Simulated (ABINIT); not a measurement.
# PNO (Cc): G0W0 with ABINIT, start to end, part 2 of 3

How does a plane-wave GW calculation on PNO (Cc) run from the first input to the gap?

ABINIT 10.8.3; LDA and many-body steps on it, plane waves. Known limits of the many-body steps: not at the basis limit; coarse k mesh.

So far. Step 2 (Ground state): The gap is indirect, with the least direct gap 0.54 eV higher.

## 3. Bands along the symmetry lines

Level of this step: DFT, LDA, plane waves, norm-conserving pseudopotentials (ABINIT).

Levels along a band path, at the cheap level, show where the edges lie and whether the meshes to come will hold them.

run.abi reads:

```
acell 3*1.0 Angstrom
rprim 
  3.278002254000 -3.286113380400 0.000000000000
  3.278002254000 3.286113380400 0.000000000000
  -3.028551860300 0.000000000000 3.488865954800
ntypat 3
znucl 15 7 8
natom 6
typat 1 1 2 2 3 3
xred 
  0.730409600000 0.010313920000 0.000167090000
  0.010313920000 0.730409600000 0.500167090000
  0.742864730000 0.382544620000 0.249632690000
  0.382544620000 0.742864730000 0.749632690000
  0.883089610000 0.000777520000 0.750200220000
  0.000777520000 0.883089610000 0.250200220000
pp_dirpath "pseudos"
pseudos "P.upf, N.upf, O.upf"
ecut 36
iscf -2
irdden 1
kptopt 0
nkpt 59
kpt 
  0.00000000 0.00000000 0.00000000
  0.00000000 0.00000000 -0.06250000
  0.00000000 0.00000000 -0.12500000
  0.00000000 0.00000000 -0.18750000
  0.00000000 0.00000000 -0.25000000
  0.00000000 0.00000000 -0.31250000
  0.00000000 0.00000000 -0.37500000
  0.00000000 0.00000000 -0.43750000
  0.00000000 0.00000000 -0.50000000
  -0.03509198 0.03509198 -0.50000000
  -0.07018397 0.07018397 -0.50000000
  -0.10527595 0.10527595 -0.50000000
  -0.14036793 0.14036793 -0.50000000
  -0.17545992 0.17545992 -0.50000000
  -0.21055190 0.21055190 -0.50000000
  -0.24564389 0.24564389 -0.50000000
  -0.28073587 0.28073587 -0.50000000
  0.28073587 0.71926413 -0.50000000
  0.30814389 0.69185611 -0.50000000
  0.33555190 0.66444810 -0.50000000
  0.36295992 0.63704008 -0.50000000
  0.39036793 0.60963207 -0.50000000
  0.41777595 0.58222405 -0.50000000
  0.44518397 0.55481603 -0.50000000
  0.47259198 0.52740802 -0.50000000
  0.50000000 0.50000000 -0.50000000
  0.43750000 0.43750000 -0.43750000
  0.37500000 0.37500000 -0.37500000
  0.31250000 0.31250000 -0.31250000
  0.25000000 0.25000000 -0.25000000
  0.18750000 0.18750000 -0.18750000
  0.12500000 0.12500000 -0.12500000
  0.06250000 0.06250000 -0.06250000
  0.00000000 0.00000000 0.00000000
  -0.06250000 0.06250000 0.00000000
  -0.12500000 0.12500000 0.00000000
  -0.18750000 0.18750000 0.00000000
  -0.25000000 0.25000000 0.00000000
  -0.31250000 0.31250000 0.00000000
  -0.37500000 0.37500000 0.00000000
  -0.43750000 0.43750000 0.00000000
  -0.50000000 0.50000000 0.00000000
  0.00000000 0.50000000 -0.50000000
  0.00000000 0.43750000 -0.43750000
  0.00000000 0.37500000 -0.37500000
  0.00000000 0.31250000 -0.31250000
  0.00000000 0.25000000 -0.25000000
  0.00000000 0.18750000 -0.18750000
  0.00000000 0.12500000 -0.12500000
  0.00000000 0.06250000 -0.06250000
  0.00000000 0.00000000 0.00000000
  0.00000000 0.06250000 0.00000000
  0.00000000 0.12500000 0.00000000
  0.00000000 0.18750000 0.00000000
  0.00000000 0.25000000 0.00000000
  0.00000000 0.31250000 0.00000000
  0.00000000 0.37500000 0.00000000
  0.00000000 0.43750000 0.00000000
  -0.00000000 0.50000000 0.00000000
istwfk *1
nband 23
nbdbuf 2
tolwfr 1e-08
nstep 40
prtwf 0
prtvol 0
indata_prefix "in"
outdata_prefix "out"
tmpdata_prefix "tmp"
```

Command:

```
$ OMP_NUM_THREADS=1 mpirun -n 4 abinit run.abi > log
```

Numbers of over 12 decimals in the logs are rounded to 6 here.

The program printed:

```text
.Version 10.8.3 of ABINIT. v10.8.2 released Aug 2026.

 Symmetries : space group Cc (#  9); Bravais mC (1-face-center monocl.)
[... echo of the input left out ...]
== DATASET  1 ==================================================================
-   mpi_nproc: 4, omp_nthreads: 1 (-1 if OMP is not activated)

--- !DatasetInfo
iteration_state: {dtset: 1, }
dimensions: {natom: 6, nkpt: 59, mband: 23, nsppol: 1, nspinor: 1, nspden: 1, mpw: 5260, }
cutoff_energies: {ecut:  36.0, pawecutdg:  -1.0, }
electrons: {nelect:   3.20000000E+01, charge:   0.00000000E+00, occopt:   1.00000000E+00, tsmear:   1.00000000E-02, }

 Real(R)+Recip(G) space primitive vectors, cartesian coordinates (Bohr,Bohr^-1):
 R(1)=  6.1945265 -6.2098543  0.0000000  G(1)=  0.0807164 -0.0805172  0.0700669
 R(2)=  6.1945265  6.2098543  0.0000000  G(2)=  0.0807164  0.0805172  0.0700669
 R(3)= -5.7231336  0.0000000  6.5930011  G(3)=  0.0000000  0.0000000  0.1516760
 Unit cell volume ucvol=  5.0722736E+02 bohr^3
 Angles (23,13,12)=  1.17578149E+02  1.17578149E+02  9.01415981E+01 degrees

 getcut: wavevector=  0.0000  0.0000  0.0000  ngfft=  48  48  48
         ecut(hartree)=     36.000   => boxcut(ratio)=   2.02615

--- Pseudopotential description ------------------------------------------------
- P Generated using ONCVPSP code by D. R. Hamann
- 15.00000   5.00000  180309                  znucl, zion, pspdat
12 -1012 2 -1 1298                            pspcod,pspxc,lmax,lloc,mmax
     nproj     2     2     2
  pspatm : epsatm=    7.03163270
         --- l  ekb(1:nproj) -->
             0    6.795192    1.078292
             1    3.452929    0.907117
             2   -3.024864   -0.802189
 pspatm: atomic psp has been read  and splines computed

- N Generated using ONCVPSP code by D. R. Hamann
-  7.00000   5.00000  180309                  znucl, zion, pspdat
12 -1012 1 -1 1058                            pspcod,pspxc,lmax,lloc,mmax
     nproj     2     2     0
  pspatm : epsatm=    5.30777321
         --- l  ekb(1:nproj) -->
[...]
pspatm: atomic psp has been read  and splines computed

- O Generated using ONCVPSP code by D. R. Hamann
-  8.00000   6.00000  201201                  znucl, zion, pspdat
12 -1012 2 -1 926                             pspcod,pspxc,lmax,lloc,mmax
     nproj     2     2     1
  pspatm : epsatm=    6.27558587
         --- l  ekb(1:nproj) -->
[...]
2   -1.033686
 pspatm: atomic psp has been read  and splines computed

--------------------------------------------------------------------------------

================================================================================
 prteigrs : about to open file out_EIG
 Non-SCF case, kpt    1 (  0.00000  0.00000  0.00000), residuals and eigenvalues=
  5.34E-09  5.03E-09  4.66E-09  5.36E-09  9.39E-09  7.48E-09  7.07E-09  4.23E-09
[...]
3.0062E-03  9.1239E-03  2.9360E-02  3.9925E-02  3.0556E-01  3.1907E-01
  3.5099E-01  3.6848E-01  3.7790E-01  4.1152E-01  4.2476E-01

--- !ResultsGS
iteration_state: {dtset: 1, }
comment   : Summary of ground state results
lattice_vectors:
- [  6.1945265,  -6.2098543,   0.0000000, ]
- [  6.1945265,   6.2098543,   0.0000000, ]
- [ -5.7231336,   0.0000000,   6.5930011, ]
lattice_lengths: [   8.77123,    8.77123,    8.73052, ]
lattice_angles: [117.578, 117.578,  90.142, ] # degrees, (23, 13, 12)
lattice_volume:   5.0722736E+02
convergence: {deltae:  0.000E+00, res2:  0.000E+00, residm:  9.987E-09, diffor:  0.000E+00, }
etotal    :  -6.77672323E+01
entropy   :   0.00000000E+00
fermie    :   7.34964566E-02
cartesian_stress_tensor: null
pressure_GPa: null
xred      :
- [  7.3041E-01,   1.0314E-02,   1.6709E-04,  P]
- [  1.0314E-02,   7.3041E-01,   5.0017E-01,  P]
- [  7.4286E-01,   3.8254E-01,   2.4963E-01,  N]
- [  3.8254E-01,   7.4286E-01,   7.4963E-01,  N]
- [  8.8309E-01,   7.7752E-04,   7.5020E-01,  O]
- [  7.7752E-04,   8.8309E-01,   2.5020E-01,  O]
cartesian_forces: null
force_length_stats: {min: null, max: null, mean: null, }

 Integrated electronic density in atomic spheres:
 ------------------------------------------------
 Atom  Sphere_radius  Integrated_density
[...]
================================================================================

 ----iterations are completed or convergence reached----

 Mean square residual over all n,k,spin=   58.393E-10; max=  99.872E-10
 reduced coordinates (array xred) for    6 atoms
[...]
0.883089610000      0.000777520000      0.750200220000
       0.000777520000      0.883089610000      0.250200220000

 cartesian coordinates (angstrom) at end:
    1      2.427587    -2.366316     0.000582955
    2      0.913311     2.366316     1.745016
    3      2.933069    -1.184053     0.870935
    4      1.418793     1.184053     2.615368
    5      0.625298    -2.899378     2.617348
    6      2.139574     2.899378     0.872915
 length scales=  1.889726125908  1.889726125908  1.889726125908 bohr
              =  1.000000000000  1.000000000000  1.000000000000 angstroms
 prteigrs : about to open file out_EIG
 Eigenvalues (hartree) for nkpt=  59  k points:
 kpt#   1, nband= 23, wtk=  1.00000, kpt=  0.0000  0.0000  0.0000 (reduced coord)
[...]
kpt#   2, nband= 23, wtk=  1.00000, kpt=  0.0000  0.0000 -0.0625 (reduced coord)
[...]
kpt#   3, nband= 23, wtk=  1.00000, kpt=  0.0000  0.0000 -0.1250 (reduced coord)
[...]
kpt#  58, nband= 23, wtk=  1.00000, kpt=  0.0000  0.4375  0.0000 (reduced coord)
[...]
0.30249    0.31824    0.34992    0.36500    0.38123    0.41262    0.42891
 kpt#  59, nband= 23, wtk=  1.00000, kpt=  0.0000  0.5000  0.0000 (reduced coord)
  -0.73624   -0.64953   -0.54630   -0.49883   -0.36482   -0.25065   -0.23066   -0.21234
  -0.11694   -0.08800   -0.06999   -0.03769    0.00301    0.00912    0.02936    0.03992
   0.30556    0.31907    0.35099    0.36848    0.37790    0.41152    0.42476

== END DATASET(S) ==============================================================
================================================================================

 -outvars: echo values of variables after computation  --------
            nband          23
             nkpt          59
          spgroup           9
 [... the other variables as echoed above ...]

 Calculation completed.
```

Run time: 41 s. Hardware: 4 MPI ranks of Arm Neoverse V1, shared host; peak memory 0.38 GiB.

This step gave:

| Quantity | Value |
| --- | --- |
| gap | 5.021 eV |
| k of the valence top | -0.5, 0.5, 0 |
| k of the conduction bottom | 0, 0, 0 |
| least direct gap | 5.560 eV |

The gap is 5.021 eV, as in the run before at this level.

The electronic bands at the labelled points (eV, zero at the top of the highest filled band):

| point | band 13 | band 14 | band 15 | band 16 | band 17 | band 18 | band 19 | band 20 |
| --- | --- | --- | --- | --- | --- | --- | --- | --- |
| Γ | -1.97 | -1.84 | -0.59 | -0.54 | 5.02 | 5.45 | 7.48 | 8.26 |
| halfway | -2.13 | -1.90 | -0.81 | -0.70 | 5.85 | 6.64 | 7.26 | 8.13 |
| A | -2.08 | -2.08 | -0.89 | -0.89 | 7.01 | 7.01 | 8.21 | 8.21 |
| halfway | -1.92 | -1.92 | -0.94 | -0.94 | 6.78 | 6.78 | 8.18 | 8.18 |
| I2 | -1.59 | -1.59 | -1.01 | -1.01 | 6.50 | 6.50 | 7.96 | 7.96 |
| jump to I | -1.59 | -1.59 | -1.01 | -1.01 | 6.50 | 6.50 | 7.96 | 7.96 |
| halfway | -1.43 | -1.43 | -0.98 | -0.98 | 6.43 | 6.43 | 7.75 | 7.75 |
| M2 | -1.39 | -1.39 | -0.95 | -0.95 | 6.42 | 6.42 | 7.68 | 7.68 |
| halfway | -1.92 | -1.65 | -0.69 | -0.67 | 5.66 | 6.28 | 7.06 | 8.18 |
| Γ | -1.97 | -1.84 | -0.59 | -0.54 | 5.02 | 5.45 | 7.48 | 8.26 |
| halfway | -2.50 | -1.92 | -0.61 | -0.28 | 5.39 | 6.58 | 7.26 | 7.87 |
| Y | -2.46 | -2.13 | -0.61 | 0.00 | 5.74 | 7.00 | 7.35 | 8.34 |
| jump to L2 | -2.70 | -1.41 | -0.78 | -0.21 | 5.72 | 6.88 | 7.67 | 8.58 |
| halfway | -2.40 | -1.64 | -0.69 | -0.36 | 5.39 | 6.48 | 7.25 | 8.06 |
| Γ | -1.97 | -1.84 | -0.59 | -0.54 | 5.02 | 5.45 | 7.48 | 8.26 |
| halfway | -2.07 | -1.79 | -0.87 | -0.65 | 5.60 | 6.18 | 6.96 | 8.17 |
| V2 | -1.92 | -1.75 | -1.20 | -0.91 | 6.31 | 6.68 | 7.55 | 8.03 |

## 4. Empty states on the mesh, 2×2×4 mesh, 71 bands

The sums over transitions need many empty states on a uniform mesh; this step solves for them.

run.abi reads:

```
acell 3*1.0 Angstrom
rprim 
  3.278002254000 -3.286113380400 0.000000000000
  3.278002254000 3.286113380400 0.000000000000
  -3.028551860300 0.000000000000 3.488865954800
ntypat 3
znucl 15 7 8
natom 6
typat 1 1 2 2 3 3
xred 
  0.730409600000 0.010313920000 0.000167090000
  0.010313920000 0.730409600000 0.500167090000
  0.742864730000 0.382544620000 0.249632690000
  0.382544620000 0.742864730000 0.749632690000
  0.883089610000 0.000777520000 0.750200220000
  0.000777520000 0.883089610000 0.250200220000
pp_dirpath "pseudos"
pseudos "P.upf, N.upf, O.upf"
ecut 36
ngkpt 2 2 4
nshiftk 1
shiftk 0 0 0
kptopt 1
chksymbreak 0
iscf -2
irdden 1
istwfk *1
nband 71
nbdbuf 6
tolwfr 1e-09
nstep 60
prtvol 0
indata_prefix "in"
outdata_prefix "out"
tmpdata_prefix "tmp"
```

The program printed:

```text
.Version 10.8.3 of ABINIT. v10.8.2 released Aug 2026.

 Symmetries : space group Cc (#  9); Bravais mC (1-face-center monocl.)
[... echo of the input left out ...]
== DATASET  1 ==================================================================
-   mpi_nproc: 4, omp_nthreads: 1 (-1 if OMP is not activated)

--- !DatasetInfo
iteration_state: {dtset: 1, }
dimensions: {natom: 6, nkpt: 9, mband: 71, nsppol: 1, nspinor: 1, nspden: 1, mpw: 5252, }
cutoff_energies: {ecut:  36.0, pawecutdg:  -1.0, }
electrons: {nelect:   3.20000000E+01, charge:   0.00000000E+00, occopt:   1.00000000E+00, tsmear:   1.00000000E-02, }

 Real(R)+Recip(G) space primitive vectors, cartesian coordinates (Bohr,Bohr^-1):
 R(1)=  6.1945265 -6.2098543  0.0000000  G(1)=  0.0807164 -0.0805172  0.0700669
 R(2)=  6.1945265  6.2098543  0.0000000  G(2)=  0.0807164  0.0805172  0.0700669
 R(3)= -5.7231336  0.0000000  6.5930011  G(3)=  0.0000000  0.0000000  0.1516760
 Unit cell volume ucvol=  5.0722736E+02 bohr^3
 Angles (23,13,12)=  1.17578149E+02  1.17578149E+02  9.01415981E+01 degrees

 getcut: wavevector=  0.0000  0.0000  0.0000  ngfft=  48  48  48
         ecut(hartree)=     36.000   => boxcut(ratio)=   2.02615

--- Pseudopotential description ------------------------------------------------
- P Generated using ONCVPSP code by D. R. Hamann
- 15.00000   5.00000  180309                  znucl, zion, pspdat
12 -1012 2 -1 1298                            pspcod,pspxc,lmax,lloc,mmax
     nproj     2     2     2
  pspatm : epsatm=    7.03163270
         --- l  ekb(1:nproj) -->
             0    6.795192    1.078292
             1    3.452929    0.907117
             2   -3.024864   -0.802189
 pspatm: atomic psp has been read  and splines computed

- N Generated using ONCVPSP code by D. R. Hamann
-  7.00000   5.00000  180309                  znucl, zion, pspdat
12 -1012 1 -1 1058                            pspcod,pspxc,lmax,lloc,mmax
     nproj     2     2     0
  pspatm : epsatm=    5.30777321
         --- l  ekb(1:nproj) -->
[...]
pspatm: atomic psp has been read  and splines computed

- O Generated using ONCVPSP code by D. R. Hamann
-  8.00000   6.00000  201201                  znucl, zion, pspdat
12 -1012 2 -1 926                             pspcod,pspxc,lmax,lloc,mmax
     nproj     2     2     1
  pspatm : epsatm=    6.27558587
         --- l  ekb(1:nproj) -->
[...]
2   -1.033686
 pspatm: atomic psp has been read  and splines computed

--------------------------------------------------------------------------------

================================================================================
 prteigrs : about to open file out_EIG
 Non-SCF case, kpt    1 (  0.00000  0.00000  0.00000), residuals and eigenvalues=
  9.46E-10  3.82E-10  2.03E-10  2.32E-10  2.12E-10  3.43E-10  2.37E-10  1.90E-10
[...]
4.88E-10  3.54E-09  6.44E-08  1.16E-07  2.52E-07  3.86E-06  1.84E-04
 -7.4320E-01 -6.4812E-01 -5.2158E-01 -4.6041E-01 -4.3847E-01 -2.5704E-01
 -2.4169E-01 -2.1458E-01 -1.0663E-01 -7.6958E-02 -5.3180E-02 -3.7729E-02
  1.2442E-03  5.6982E-03  5.1725E-02  5.3701E-02  2.5803E-01  2.7369E-01
[...]
1.2103E+00  1.2681E+00  1.2868E+00  1.3079E+00  1.3421E+00  1.3507E+00
  1.3625E+00  1.3904E+00  1.4185E+00  1.4428E+00  1.4506E+00  1.4666E+00
  1.4747E+00  1.4921E+00  1.5086E+00  1.5262E+00  1.5774E+00
 prteigrs : prtvol=0 or 1, do not print more k-points.

--- !ResultsGS
iteration_state: {dtset: 1, }
comment   : Summary of ground state results
lattice_vectors:
- [  6.1945265,  -6.2098543,   0.0000000, ]
- [  6.1945265,   6.2098543,   0.0000000, ]
- [ -5.7231336,   0.0000000,   6.5930011, ]
lattice_lengths: [   8.77123,    8.77123,    8.73052, ]
lattice_angles: [117.578, 117.578,  90.142, ] # degrees, (23, 13, 12)
lattice_volume:   5.0722736E+02
convergence: {deltae:  0.000E+00, res2:  0.000E+00, residm:  9.979E-10, diffor:  0.000E+00, }
etotal    :  -6.77672323E+01
entropy   :   0.00000000E+00
fermie    :   7.34964566E-02
cartesian_stress_tensor: null
pressure_GPa: null
xred      :
- [  7.3041E-01,   1.0314E-02,   1.6709E-04,  P]
- [  1.0314E-02,   7.3041E-01,   5.0017E-01,  P]
- [  7.4286E-01,   3.8254E-01,   2.4963E-01,  N]
- [  3.8254E-01,   7.4286E-01,   7.4963E-01,  N]
- [  8.8309E-01,   7.7752E-04,   7.5020E-01,  O]
- [  7.7752E-04,   8.8309E-01,   2.5020E-01,  O]
cartesian_forces: null
force_length_stats: {min: null, max: null, mean: null, }

 Integrated electronic density in atomic spheres:
 ------------------------------------------------
 Atom  Sphere_radius  Integrated_density
[...]
================================================================================

 ----iterations are completed or convergence reached----

 Mean square residual over all n,k,spin=   47.378E-11; max=  99.791E-11
 reduced coordinates (array xred) for    6 atoms
[...]
0.883089610000      0.000777520000      0.750200220000
       0.000777520000      0.883089610000      0.250200220000

 cartesian coordinates (angstrom) at end:
    1      2.427587    -2.366316     0.000582955
    2      0.913311     2.366316     1.745016
    3      2.933069    -1.184053     0.870935
    4      1.418793     1.184053     2.615368
    5      0.625298    -2.899378     2.617348
    6      2.139574     2.899378     0.872915
 length scales=  1.889726125908  1.889726125908  1.889726125908 bohr
              =  1.000000000000  1.000000000000  1.000000000000 angstroms
 prteigrs : about to open file out_EIG
 Eigenvalues (hartree) for nkpt=   9  k points:
 kpt#   1, nband= 71, wtk=  0.06250, kpt=  0.0000  0.0000  0.0000 (reduced coord)
[...]
1.11568    1.14693    1.15366    1.15997    1.18039    1.20020    1.21026    1.26811
   1.28682    1.30789    1.34212    1.35068    1.36251    1.39038    1.41849    1.44284
   1.45062    1.46662    1.47470    1.49215    1.50856    1.52618    1.57737
 prteigrs : prtvol=0 or 1, do not print more k-points.

== END DATASET(S) ==============================================================
================================================================================

 -outvars: echo values of variables after computation  --------
            nband          71
             nkpt           9
          spgroup           9
 [... the other variables as echoed above ...]

 Calculation completed.
```

Run time: 29 s. Hardware: 4 MPI ranks; peak memory 0.32 GiB.

This step gave:

```
gap                                                           : 5.021 eV
k of the valence top                                          : 0.5, 0.5, 0
k of the conduction bottom                                    : 0, 0, 0
least direct gap                                              : 5.560 eV
k points computed                                             : 9
lowest point of the top converged band, above the valence top : 37.41 eV
```

On this mesh the gap is 5.021 eV.

(Part 2 of 3 ends here.)

[Paths, hosts, dates, memory and timing lines, banners, echoed tables and standing remarks are left out of the program output.]

[Logs are printed without paths, hosts, clocks, repeated set-up lines and the standing remarks that a program may print on its own settings, such as how far it seeks lower states.]

[Runs of the session that timed out or met a known fault of the program may be left out.]

[Hosts, paths, dates, database ids (printed as entryN), source tags and the programs' standing remarks are cut or masked in the printed files.]

[G0W0 gaps are taken among the corrected bands and points alone; a level outside them can change the order at an edge.]

[Where Ansatz stands beside ABINIT at settings called matched, ABINIT's density can come from a denser mesh and the files from another edition; pairs whose starting gaps differed by over 0.03 eV were left out, so agreement reads better than it is.]
